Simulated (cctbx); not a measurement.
# Solving a structure by charge flipping

Cell a = 4.1770 Å, b = 4.1770 Å, c = 11.9000 Å, α = 90.00°, β = 90.00°, γ = 90.00°; space group I4/mmm (no. 139); content Nd2 Sn4 Cr4.

The data are simulated with cctbx, not measured: synchrotron X-rays, λ = 0.7749 Å, to d = 0.77 Å, 50 % of the full sphere, strongest reflection 40000 counts, noise from counting, a 1.5 % proportional error and a noise floor of 15 counts (s.d.); no absorption.

Charge flipping in P1 on normalised amplitudes to 0.8 Å, δ = 1 σ, 10 % of the reflections treated as weak, 300 cycles:

```text
cycle      R  skewness
    0  0.640     0.27
   25  0.503     1.70
   50  0.511     3.51
   75  0.491     3.35
  100  0.490     3.52
  125  0.497     3.36
  150  0.488     3.48
  175  0.498     3.02
  200  0.505     3.53
  225  0.490     3.81
  250  0.529     3.02
  275  0.477     3.79
origin shift          correlation  skewness
 0.413  0.538  0.208      0.869      6.84
 0.412  0.528  0.012      0.873      7.03
 0.412  0.527  0.318      0.868      6.37
 0.407  0.537  0.393      0.824      5.10
taken: symmetry correlation 0.873, skewness 7.03
peak      x       y       z  mult  height/sigma
Q1    0.0000  0.0000  0.0000    2     17.2
Q2    0.0000  0.0000  0.3785    4     13.6
Q3    0.0000  0.5000  0.2500    4      5.6
Q4    0.1204  0.3090  0.1947   32      1.0
Q5    0.1485  0.1485  0.3172   16      0.9
Q6    0.1710  0.1710  0.0472   16      0.8
Q7    0.0000  0.5000  0.3468    8      0.8
Q8    0.0000  0.0000  0.2311    4      0.7
```

The origin is taken among those within 0.04 of the best correlation, by the skewness of the map.

It took 0.45 s on 1 thread of Arm Neoverse V1 (shared host), peak memory 0.07 GiB.

Q: Assign the peaks.

Heights go roughly as Z and multiplicities must add up to the content. First model: Q1 = Nd1 (2 in the cell, height 17.2), Q2 = Sn1 (4 in the cell, height 13.6) and Q3 = Cr1 (4 in the cell, height 5.6). Against the true structure, Q1 is Nd, Q2 is Sn and Q3 is Cr; the other peaks are not atoms.

Least squares on F², isotropic:

```text
Rint 0.016, 91 unique reflections to 0.77 A
cycle     R1     wR2    GooF  max shift (A)
   1  0.1595  0.3222  26.077   0.04049
   2  0.0064  0.0124   1.001   0.00000
final R1 0.0064 wR2 0.0124 GooF 1.001  parameters 4  data/parameter 22.8
atom        x        y        z      Ueq    occ   su(xyz)  su(Uiso or U11)
Nd1    0.00000  0.00000  0.00000   0.0045  1.000  0.00000  0.0001
Sn1    0.00000  0.00000  0.38190   0.0043  1.000  0.00002  0.0001
Cr1    0.00000  0.50000  0.25000   0.0070  1.000  0.00000  0.0001
difference map: max 0.52 min -0.64 rms 0.13
Q1    0.2627  0.2627  0.1755   16    0.55  1.56 A from Sn1
Q2    0.0000  0.0000  0.1143    4    0.51  1.36 A from Nd1
Q3    0.0000  0.2593  0.1027   16    0.41  1.63 A from Nd1
Q4    0.1089  0.1089  0.0000    8    0.40  0.64 A from Nd1
Q5    0.0757  0.0757  0.2030   16    0.35  1.89 A from Cr1
```

Anisotropic refinement:

```text
Rint 0.016, 91 unique reflections to 0.77 A
cycle     R1     wR2    GooF  max shift (A)
   1  0.0065  0.0124   1.022   0.00010
   2  0.0063  0.0121   0.997   0.00000
final R1 0.0063 wR2 0.0121 GooF 0.997  parameters 7  data/parameter 13.0
atom        x        y        z      Ueq    occ   su(xyz)  su(Uiso or U11)
Nd1    0.00000  0.00000  0.00000   0.0046  1.000  0.00000  0.0001
Sn1    0.00000  0.00000  0.38191   0.0043  1.000  0.00002  0.0001
Cr1    0.00000  0.50000  0.25000   0.0070  1.000  0.00000  0.0002
difference map: max 0.53 min -0.65 rms 0.13
Q1    0.2629  0.2629  0.1752   16    0.55  1.56 A from Sn1
Q2    0.0000  0.0000  0.1144    4    0.54  1.36 A from Nd1
Q3    0.0000  0.2577  0.1005   16    0.42  1.61 A from Nd1
Q4    0.0764  0.0764  0.2026   16    0.35  1.88 A from Cr1
Q5    0.1185  0.1185  0.0000    8    0.34  0.70 A from Nd1
Q6    0.0000  0.0000  0.5000    2    0.33  1.41 A from Sn1
```

**Reading.** The refinement ends at R1 = 0.0063, wR2 = 0.0121, GooF = 1.00, with difference density between -0.65 and 0.53 e/Å³. Every site matches the true model in element, within 0.001 Å r.m.s., up to an allowed shift of origin.

True model:

```csv
atom,mult.,x,y,z,Ueq (Å²)
Nd1,2,0,0,0,0.0044
Sn1,4,0,0,0.3819,0.0042
Cr1,4,1/2,0,1/4,0.0068
```

The model was made for the exercise: a known structure type with other elements put in, its volume estimated, not relaxed; displacement parameters are assumed.

[Middle refinement cycles are left out of these outputs.]

[Logs are printed without paths, hosts, clocks, repeated set-up lines and the standing remarks that a program may print on its own settings, such as how far it seeks lower states.]
